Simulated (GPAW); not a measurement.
# ZnS: optical spectrum from first principles

Wanted: where ZnS starts to absorb, how strongly, and its refractive index. The cell comes from an older database entry, whose edges can differ from later determinations, mostly by under a per cent.

Calculated with GPAW 26.7.0; DFT, PBE, plane-wave PAW (GPAW data sets), scalar-relativistic, RPA, optical limit.

The database entry behind the starting cell differs from later determinations by our own check (about 0.1 % short), so it need not match the best structure at ambient conditions.

## (1) The starting structure

The structure is cubic, space group F-43m (No. 216). The conventional cell has a = 5.404 Å, b = 5.404 Å, c = 5.404 Å, α = 90.00°, β = 90.00°, γ = 90.00°. Nearest to Zn lie 4 S at 2.34 Å. Nearest to S lie 4 Zn at 2.34 Å. Farther neighbours and most contacts between anions are not listed.

Structure file:

```
Zn S
1.0
     0.00000    2.70200    2.70200
     2.70200    0.00000    2.70200
     2.70200    2.70200    0.00000
Zn S
1 1
Direct
  0.75000 0.75000 0.75000
  0.00000 0.00000 0.00000
```

## (2) Dielectric function, RPA

Local fields let the induced charge screen the field inside the cell, which as a rule lowers ε, most along directions where the density is uneven.

The input, df.py:

```python
from gpaw.response.df import DielectricFunction

df = DielectricFunction('full.gpw', frequencies={'type': 'nonlinear', 'domega0': 0.03, 'omega2': 8},
                        ecut=50,
                        eta=0.15,
                        nbands=30,
                        txt='df.txt')
for direction in ['x']:
    df.get_dielectric_function(xc='RPA', direction=direction, filename=f'df_{direction}.csv')
```

The run is started by

```sh
> OMP_NUM_THREADS=1 python df.py
```

Numbers of over 12 decimals in the logs are rounded to 6 here.

The log of the run:

```text
Using integrator: PointIntegrator
NonLinearFrequencyDescriptor(from 0.000 to 47.611 eV, 459 points)
Nonperiodic BCs:  [False False False]
Using integrator: PointIntegrator
NonLinearFrequencyDescriptor(from 0.000 to 47.611 eV, 459 points)
Nonperiodic BCs:  [False False False]

Calculating chi0 body with:
    Ground state adapter containing:
    Number of spins: 1
    Number of kpoints: 1331
    Number of irreducible kpoints: 56
    Number of completely occupied states: 9
    Number of partially occupied states: 9

    Linear response parametrization:
    q_c: [0.0, 0.0, 0.0]
    Number of frequency points: 459
    Planewave cutoff: 50.0
    Number of bands: 30
    Number of planewaves: 27
    Broadening (eta): 0.15

Integrating chi0 body.

Symmetries of q_c:
    Direct symmetries (Uq -> q): 24
    Indirect symmetries (TUq -> q): 24
In total 48 allowed symmetries.

56 groups of equivalent kpoints. 95.792637% reduction.

Integral kind: spectral function

Calculating chi0 optical extensions with:
    Ground state adapter containing:
    Number of spins: 1
    Number of kpoints: 1331
    Number of irreducible kpoints: 56
    Number of completely occupied states: 9
    Number of partially occupied states: 9

    Linear response parametrization:
    Number of frequency points: 459
    Planewave cutoff: 50.0
    Number of bands: 30
    Number of planewaves: 27
    Broadening (eta): 0.15
Integrating chi0 head and wings.

Symmetries of q_c:
    Direct symmetries (Uq -> q): 24
    Indirect symmetries (TUq -> q): 24
In total 48 allowed symmetries.

56 groups of equivalent kpoints. 95.792637% reduction.

Integral kind: spectral function wings
```

Run time: 5.5 s. Hardware: 1 thread of Arm Neoverse V1, shared host; peak memory 0.23 GiB.

Numbers from this step:

| Property | Result |
| --- | --- |
| electronic dielectric constant ε∞, mean over x, y and z (by symmetry where fewer were run) | 5.633 |
| main peak of Im epsilon, first axis | 5.948 eV |

Some rows of df_x.csv (energy; Re and Im without local fields; Re and Im with them):

```text
0.000000, 6.272526, 0.000000, 5.633162, 0.000000
0.429336, 6.306713, 0.024330, 5.664415, 0.022274
0.878195, 6.421443, 0.054179, 5.769720, 0.049924
1.347938, 6.654339, 0.101029, 5.985682, 0.094555
1.840057, 7.124365, 0.253524, 6.431781, 0.247993
2.356191, 7.529620, 0.502706, 6.781313, 0.498075
2.898142, 7.694059, 1.194708, 6.844294, 1.204381
3.467895, 8.760438, 1.908167, 7.750089, 1.890885
4.067647, 8.662637, 4.875018, 7.458776, 4.715934
4.699832, 7.581349, 7.000016, 6.265131, 6.617993
5.367152, 9.564088, 7.107733, 7.210517, 5.965155
6.072622, 3.576618, 12.023361, 3.005893, 9.345654
6.819608, -1.092022, 7.000976, -1.219648, 5.639099
7.611886, -1.017895, 8.441878, 0.587489, 5.796182
8.453705, -2.900632, 5.239256, -1.218048, 4.707206
9.349861, -2.219785, 3.496477, -1.094669, 3.391740
10.305790, -1.282672, 2.585355, -0.642464, 2.237896
11.327680, -1.397016, 1.648087, -0.875641, 1.756551
12.422601, -1.281750, 1.339890, -0.721595, 1.630385
13.598673, -0.687589, 0.885492, -0.481528, 0.951694
```

The Im ε, E ∥ x has structure finer than the step of the table below, so its rows give means over 0.5 eV, whole bins alone (the curve runs from 0 to 14.0 eV). Peaks (eV: height): 4.70: 6.62, 5.97: 10.0, 7.97: 6.30.

Values under the direct gap are tails of Lorentzian lines. The Im ε, E ∥ x by photon energy; means over each step:

| photon energy (eV) | Im ε, E ∥ x |
| --- | --- |
| 0.5 | 0.0264 |
| 1.0 | 0.0601 |
| 1.5 | 0.125 |
| 2.0 | 0.438 |
| 2.5 | 0.891 |
| 3.0 | 1.40 |
| 3.5 | 2.06 |
| 4.0 | 3.95 |
| 4.5 | 5.33 |
| 5.0 | 5.26 |
| 5.5 | 6.81 |
| 6.0 | 9.34 |
| 6.5 | 8.75 |
| 7.0 | 4.87 |
| 7.5 | 5.37 |
| 8.0 | 5.77 |
| 8.5 | 4.64 |
| 9.0 | 3.70 |
| 9.5 | 3.11 |
| 10.0 | 2.34 |
| 10.5 | 2.40 |
| 11.0 | 2.14 |
| 11.5 | 1.72 |
| 12.0 | 1.62 |
| 12.5 | 1.53 |
| 13.0 | 1.36 |
| 13.5 | 1.07 |

Re ε, E ∥ x against photon energy:

| photon energy (eV) | Re ε, E ∥ x |
| --- | --- |
| 0.0 | 5.63 |
| 0.5 | 5.68 |
| 1.0 | 5.81 |
| 1.5 | 6.09 |
| 2.0 | 6.61 |
| 2.5 | 7.17 |
| 3.0 | 7.13 |
| 3.5 | 7.83 |
| 4.0 | 8.11 |
| 4.5 | 8.14 |
| 5.0 | 5.75 |
| 5.5 | 6.86 |
| 6.0 | 3.59 |
| 6.5 | -0.243 |
| 7.0 | -0.355 |
| 7.5 | 1.16 |
| 8.0 | -0.281 |
| 8.5 | -1.21 |
| 9.0 | -1.51 |
| 9.5 | -1.46 |
| 10.0 | -1.03 |
| 10.5 | -0.568 |
| 11.0 | -0.908 |
| 11.5 | -0.753 |
| 12.0 | -0.488 |
| 12.5 | -0.738 |
| 13.0 | -0.606 |
| 13.5 | -0.599 |

Values under the direct gap are tails of Lorentzian lines. Table of Im ε, E ∥ x by photon energy; read off at these points:

| photon energy (eV) | without local fields | with local fields |
| --- | --- | --- |
| 0.000 | 0 | 0 |
| 0.250 | 0.0139 | 0.0127 |
| 0.500 | 0.0286 | 0.0262 |
| 0.750 | 0.0448 | 0.0412 |
| 1.000 | 0.0640 | 0.0592 |
| 1.250 | 0.0887 | 0.0827 |
| 1.500 | 0.125 | 0.118 |
| 1.750 | 0.199 | 0.193 |
| 2.000 | 0.469 | 0.471 |
| 2.250 | 0.517 | 0.516 |
| 2.500 | 0.715 | 0.713 |
| 2.750 | 1.60 | 1.63 |
| 3.000 | 1.28 | 1.28 |
| 3.250 | 1.68 | 1.68 |
| 3.500 | 2.02 | 2.00 |
| 3.750 | 2.58 | 2.51 |
| 4.000 | 4.74 | 4.58 |
| 4.250 | 4.02 | 3.82 |
| 4.500 | 5.86 | 5.45 |
| 4.654 | 7.01 | 6.60 |
| 4.750 | 6.78 | 6.44 |
| 5.000 | 5.36 | 5.01 |
| 5.250 | 5.70 | 4.97 |
| 5.500 | 8.56 | 6.99 |
| 5.750 | 10.8 | 8.22 |
| 5.918 | 13.1 | 10.00 |
| 5.969 | 13.0 | 10.0 |
| 6.000 | 12.7 | 9.83 |
| 6.250 | 12.1 | 9.30 |
| 6.500 | 11.6 | 9.49 |
| 6.750 | 7.59 | 6.24 |
| 7.000 | 6.31 | 4.61 |
| 7.250 | 6.98 | 4.43 |
| 7.500 | 9.03 | 5.73 |
| 7.750 | 7.87 | 5.53 |
| 8.000 | 7.71 | 6.29 |
| 8.250 | 5.88 | 5.02 |
| 8.500 | 5.05 | 4.54 |
| 8.750 | 4.79 | 4.49 |
| 9.000 | 3.53 | 3.45 |
| 9.250 | 3.48 | 3.31 |
| 9.500 | 3.09 | 3.24 |
| 9.750 | 2.60 | 2.56 |
| 10.000 | 2.49 | 2.33 |
| 10.250 | 2.54 | 2.22 |
| 10.500 | 2.80 | 2.46 |
| 10.750 | 2.38 | 2.40 |
| 11.000 | 2.03 | 2.14 |
| 11.250 | 1.70 | 1.86 |
| 11.500 | 1.68 | 1.76 |
| 11.750 | 1.52 | 1.54 |
| 12.000 | 1.66 | 1.63 |
| 12.250 | 1.59 | 1.72 |
| 12.500 | 1.23 | 1.51 |
| 12.750 | 1.19 | 1.35 |
| 13.000 | 1.10 | 1.34 |
| 13.250 | 1.06 | 1.34 |
| 13.500 | 0.863 | 0.997 |
| 13.750 | 0.982 | 0.993 |

The refractive index n and extinction k by photon energy:

| photon energy (eV) | n | k |
| --- | --- | --- |
| 0.0 | 2.37 | 0 |
| 0.5 | 2.38 | 0.00550 |
| 1.0 | 2.41 | 0.0123 |
| 1.5 | 2.47 | 0.0240 |
| 2.0 | 2.57 | 0.0915 |
| 2.5 | 2.68 | 0.133 |
| 3.0 | 2.68 | 0.239 |
| 3.5 | 2.82 | 0.354 |
| 4.0 | 2.95 | 0.777 |
| 4.5 | 2.99 | 0.910 |
| 5.0 | 2.59 | 0.969 |
| 5.5 | 2.89 | 1.21 |
| 6.0 | 2.65 | 1.85 |
| 6.5 | 2.15 | 2.21 |
| 7.0 | 1.46 | 1.58 |
| 7.5 | 1.87 | 1.53 |
| 8.0 | 1.73 | 1.81 |
| 8.5 | 1.32 | 1.72 |
| 9.0 | 1.06 | 1.62 |
| 9.5 | 1.02 | 1.58 |
| 10.0 | 0.871 | 1.34 |
| 10.5 | 0.990 | 1.24 |
| 11.0 | 0.840 | 1.27 |
| 11.5 | 0.762 | 1.15 |
| 12.0 | 0.778 | 1.05 |
| 12.5 | 0.688 | 1.10 |
| 13.0 | 0.657 | 1.02 |
| 13.5 | 0.531 | 0.938 |

Values under the direct gap are tails of Lorentzian lines. The loss function −Im 1/ε at q → 0, E ∥ x by energy loss; read off at these points:

| energy loss (eV) | loss function −Im 1/ε at q → 0, E ∥ x |
| --- | --- |
| 0.00 | 0 |
| 0.50 | 8.1e-4 |
| 1.00 | 0.00175 |
| 1.50 | 0.00319 |
| 2.00 | 0.0107 |
| 2.50 | 0.0137 |
| 3.00 | 0.0244 |
| 3.50 | 0.0306 |
| 4.00 | 0.0529 |
| 4.50 | 0.0567 |
| 5.00 | 0.0861 |
| 5.50 | 0.0728 |
| 6.00 | 0.0898 |
| 6.50 | 0.105 |
| 7.00 | 0.216 |
| 7.50 | 0.168 |
| 8.00 | 0.158 |
| 8.50 | 0.206 |
| 9.00 | 0.244 |
| 9.50 | 0.256 |
| 10.00 | 0.359 |
| 10.50 | 0.386 |
| 11.00 | 0.397 |
| 11.50 | 0.480 |
| 12.00 | 0.564 |
| 12.50 | 0.534 |
| 13.00 | 0.620 |
| 13.50 | 0.739 |
| 13.77 | 0.905 |

At chosen wavelengths:

| wavelength (nm) | n | k | R (%) | 1/α |
| --- | --- | --- | --- | --- |
| 1550 | 2.40 | 0.009 | 16.9 | 13 µm |
| 1064 | 2.43 | 0.015 | 17.3 | 5.6 µm |
| 633 | 2.57 | 0.077 | 19.3 | 658 nm |
| 450 | 2.63 | 0.307 | 20.8 | 117 nm |
| 405 | 2.70 | 0.259 | 21.5 | 124 nm |
| 365 | 2.76 | 0.327 | 22.5 | 89 nm |
| 193 | 2.31 | 2.118 | 40.2 | 7.3 nm |

Below the direct gap, k and the depth come from the tails of the Lorentzian lines, not from transitions.

Rows near the edge hang on the gap, which this functional as a rule makes too small, and phonon-assisted absorption is left out.

## (3) What came out

```json
{
 "electronic dielectric constant ε∞, mean over x, y and z (by symmetry where fewer were run) (RPA)": "5.63",
 "main peak of Im epsilon, first axis": "5.95 eV"
}
```

**Reading.** At this level (PBE, RPA) ZnS has ε∞ = 5.63 and n = 2.40 at 1550 nm, and Im ε peaks at 5.9 eV. Local fields change the static value along x from 6.27 to 5.63 (-10 %). Distinct maxima of Im ε, read by a parabola through the highest points, lie at 4.68 eV (6.6), 5.95 eV (10), 6.40 eV (9.8) and 7.99 eV (6.3). Excitons and phonon-assisted transitions are missing; PBE gaps are as a rule too small, which pulls the onset down and ε∞ up. The sum runs over mesh points, so small or evenly spaced maxima can still be ripples of the mesh. In this version of GPAW the matrix elements of the optical limit are incomplete, which can lower ε − 1 by up to a tenth where first-row anions or d states rule, and shift it by more in d metals.

[Machine, clock and banner lines and Python warnings are left out of the logs.]

[Logs are printed without paths, hosts, clocks, repeated set-up lines and the standing remarks that a program may print on its own settings, such as how far it seeks lower states.]

[Hosts, paths, dates, database ids (printed as entryN), source tags and the programs' standing remarks are cut or masked in the printed files.]
